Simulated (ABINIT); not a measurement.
**A GW run on KBr (Fm-3m) in ABINIT, with inputs changed**

What do changed inputs do to GW on KBr (Fm-3m)?

Method: PBE and many-body steps on it, plane waves, in ABINIT 10.8.3.

This is a report of a sequence of runs, with most program output left out.

## Step 1: The starting structure

Symmetry: Fm-3m, No. 225, cubic system. The conventional cell has a = 6.600 Å, b = 6.600 Å, c = 6.600 Å, α = 90.00°, β = 90.00°, γ = 90.00°. Nearest to K lie 6 Br at 3.30 Å. Br has 6 K at 3.30 Å nearest. Farther neighbours and most contacts between anions are not listed.

The cell and positions come from the Crystallography Open Database and are kept as given unless a step says otherwise.

## Step 2: Screening, 4×4×4 mesh, 278 bands, screening to 217.7 eV

This step: ABINIT 10.8.3; RPA screening on PBE, plane waves, norm-conserving pseudopotentials.

The RPA dielectric matrix is built and inverted for each q.

Contents of run.abi:

```
acell 3*1.0 Angstrom
rprim 
  0.000000000000 3.300000000000 3.300000000000
  3.300000000000 -0.000000000000 3.300000000000
  3.300000000000 3.300000000000 0.000000000000
ntypat 2
znucl 19 35
natom 2
typat 1 2
xred 
  0.000000000000 0.000000000000 0.000000000000
  0.500000000000 0.500000000000 0.500000000000
pp_dirpath "pseudos"
pseudos "K.upf, Br.upf"
ecut 33
ngkpt 4 4 4
nshiftk 1
shiftk 0 0 0
kptopt 1
chksymbreak 0
istwfk *1
occopt 1
irdwfk 1
optdriver 3
nband 278
ecuteps 8
inclvkb 2
awtr 1
symchi 1
indata_prefix "in"
outdata_prefix "out"
tmpdata_prefix "tmp"
```

Started as:

```bash
$ OMP_NUM_THREADS=1 mpirun -n 4 abinit run.abi > log
```

The job ended after 2.6 min (4 MPI ranks of Intel Xeon 6975P-C (Granite Rapids), shared host; peak memory 2.4 GiB; 8.7 min of CPU time).

Numbers from this step:

```yaml
eps_infinity_with_local_fields_on_this_mesh_along_the_program_s_q_direction: 2.374
the_same_without_local_fields: 2.854
plasma_frequency: 17.52 eV
plane_waves_in_the_screening_matrix: 531
```

Local fields lower ε∞ by 17 %.

## Step 3: Base

The self-energy is evaluated for the states that the input lists, and the levels follow from it, in one-shot runs by the linearised quasiparticle equation.

This step: G0W0 on PBE, plane waves, norm-conserving pseudopotentials.

run.abi, as its differences from that of step 2:

```diff
@@ -23,8 +23,15 @@
 irdwfk 1
-optdriver 3
+optdriver 4
 nband 278
+gwcalctyp 0
+ecutsigx 33
+symsigma 1
+nkptgw 1
+kptgw 
+  0.0000000000 0.0000000000 0.0000000000
+bdgw 
+  6 12
 ecuteps 8
-inclvkb 2
-awtr 1
-symchi 1
+irdscr 1
+ppmodel 1
 indata_prefix "in"
```

Wall time 62 s (4 MPI ranks); peak memory 2.8 GiB; 3.5 min of CPU time.

This step gave:

```
G0W0 gap on the points computed              : 6.97 eV
starting gap on the mesh                     : 4.436 eV
k of the valence top                         : 0, 0, 0
k of the conduction bottom                   : 0, 0, 0
Z at the valence top                         : 0.813
Z at the conduction bottom                   : 0.865
least direct G0W0 gap on the computed points : 6.97 eV
```

The gap on the mesh goes from 4.44 eV to 6.97 eV, a correction of +2.53 eV.

## Step 4: Scissors in G

run.abi, as its differences from that of step 3:

```diff
@@ -36,2 +36,3 @@
 ppmodel 1
+mbpt_sciss 1.0 eV
 indata_prefix "in"
```

Run time: 64 s. Hardware: 4 MPI ranks; peak memory 2.8 GiB; 3.7 min of CPU time.

This step gave:

* G0W0 gap on the points computed: 7.058 eV
* starting gap on the mesh: 4.436 eV
* k of the valence top: 0, 0, 0
* k of the conduction bottom: 0, 0, 0
* Z at the valence top: 0.815
* Z at the conduction bottom: 0.865
* least direct G0W0 gap on the computed points: 7.058 eV

## Step 5: No symmetry in the self-energy

run.abi, as its differences from that of step 4:

```diff
@@ -27,3 +27,3 @@
 ecutsigx 33
-symsigma 1
+symsigma 0
 nkptgw 1
@@ -36,3 +36,2 @@
 ppmodel 1
-mbpt_sciss 1.0 eV
 indata_prefix "in"
```

Elapsed: 7.6 min, on 4 MPI ranks; peak memory 2.8 GiB; 26 min of CPU time.

Numbers from this step:

- G0W0 gap on the points computed: 6.97 eV
- starting gap on the mesh: 4.436 eV
- k of the valence top: 0, 0, 0
- k of the conduction bottom: 0, 0, 0
- least direct G0W0 gap on the computed points: 6.97 eV

Against G0W0 in ABINIT (4×4×4 mesh, 278 bands, screening to 217.7 eV, Godby-Needs plasmon pole), the gap moves by +0.000 eV.

## Step 6: Fewer bands in the self-energy

run.abi, as its differences from that of step 5:

```diff
@@ -24,6 +24,6 @@
 optdriver 4
-nband 278
+nband 28
 gwcalctyp 0
 ecutsigx 33
-symsigma 0
+symsigma 1
 nkptgw 1
```

Elapsed: 10 s, on 4 MPI ranks; peak memory 1.2 GiB; 35 s of CPU time.

This step gave:

```
G0W0 gap on the points computed              : 6.507 eV
starting gap on the mesh                     : 4.436 eV
k of the valence top                         : 0, 0, 0
k of the conduction bottom                   : 0, 0, 0
Z at the valence top                         : 0.823
Z at the conduction bottom                   : 0.87
least direct G0W0 gap on the computed points : 6.507 eV
```

## Step 7: Smaller part of the screening matrix

run.abi, as its differences from that of step 6:

```diff
@@ -24,3 +24,3 @@
 optdriver 4
-nband 28
+nband 278
 gwcalctyp 0
@@ -33,3 +33,3 @@
   6 12
-ecuteps 8
+ecuteps 2
 irdscr 1
```

It took 5.8 s on 4 MPI ranks; peak memory 0.74 GiB; 20 s of CPU time.

Numbers from this step:

| Property | Result |
| --- | --- |
| G0W0 gap on the points computed | 6.65 eV |
| starting gap on the mesh | 4.436 eV |
| k of the valence top | 0, 0, 0 |
| k of the conduction bottom | 0, 0, 0 |
| Z at the valence top | 0.824 |
| Z at the conduction bottom | 0.867 |
| least direct G0W0 gap on the computed points | 6.65 eV |

## Step 8: Screening cutoff above the file's

run.abi, as its differences from that of step 7:

```diff
@@ -33,3 +33,3 @@
   6 12
-ecuteps 2
+ecuteps 32
 irdscr 1
```

Run time: 61 s. Hardware: 4 MPI ranks; peak memory 2.8 GiB.

The run ended normally, though the input holds a fault or crude settings.

The fault put into this input: screening cutoff above the file's. It printed a gap of 6.97 eV, the value of the sound run: the program fell back on what its files hold, so an unchanged gap is no proof of convergence.

## Step 9: The runs together

Times are wall times on 4 MPI ranks of Intel Xeon 6975P-C (Granite Rapids), shared host, good to a factor of about two. A run's time includes the screening step that it read.

```
                                 run   mesh  bands  screening cutoff (eV)  DFT gap (eV)  gap on the mesh (eV)  direct (eV)  ε∞ used     time
                                base  4×4×4    278                  217.7         4.436                 6.970        6.970     2.37  3.6 min
                       scissors in G  4×4×4    278                  217.7         4.436                 7.058        7.058     2.37  3.6 min
      no symmetry in the self-energy  4×4×4    278                  217.7         4.436                 6.970        6.970     2.37   10 min
      fewer bands in the self-energy  4×4×4     28                  217.7         4.436                 6.507        6.507     2.37  2.7 min
smaller part of the screening matrix  4×4×4    278                   54.4         4.436                 6.650        6.650     2.37  2.7 min
```

## Step 10: Results

```json
{
 "base": "6.970 eV",
 "scissors in G": "7.058 eV",
 "no symmetry in the self-energy": "6.970 eV",
 "fewer bands in the self-energy": "6.507 eV",
 "smaller part of the screening matrix": "6.650 eV",
 "known limits": "not at the basis limit; no spin-orbit coupling"
}
```

Scissors in G: +0.088 eV against base (keys changed: mbpt_sciss). No symmetry in the self-energy: no change against base (keys changed: symsigma). Fewer bands in the self-energy: −0.463 eV against base (keys changed: nband). Smaller part of the screening matrix: −0.320 eV against base (keys changed: ecuteps). Bands and cutoff are finite, so the gap is not at the basis limit. The miss can reach some tenths of an eV and take either sign; the mesh is an error of its own. In the G0W0 runs levels were corrected at 1 k point alone, so a gap called «on the mesh» is the least over those, and an edge elsewhere would be missed. The many-body steps are scalar-relativistic: spin-orbit coupling is not in them.

[Paths, hosts, dates, memory and timing lines, banners, echoed tables and standing remarks are left out of the program output.]

[Logs are printed without paths, hosts, clocks, repeated set-up lines and the standing remarks that a program may print on its own settings, such as how far it seeks lower states.]

[Runs of the session that timed out or met a known fault of the program may be left out.]

[Hosts, paths, dates, database ids (printed as entryN), source tags and the programs' standing remarks are cut or masked in the printed files.]

[G0W0 gaps are taken among the corrected bands and points alone; a level outside them can change the order at an edge.]

[Where Ansatz stands beside ABINIT at settings called matched, ABINIT's density can come from a denser mesh and the files from another edition; pairs whose starting gaps differed by over 0.03 eV were left out, so agreement reads better than it is.]
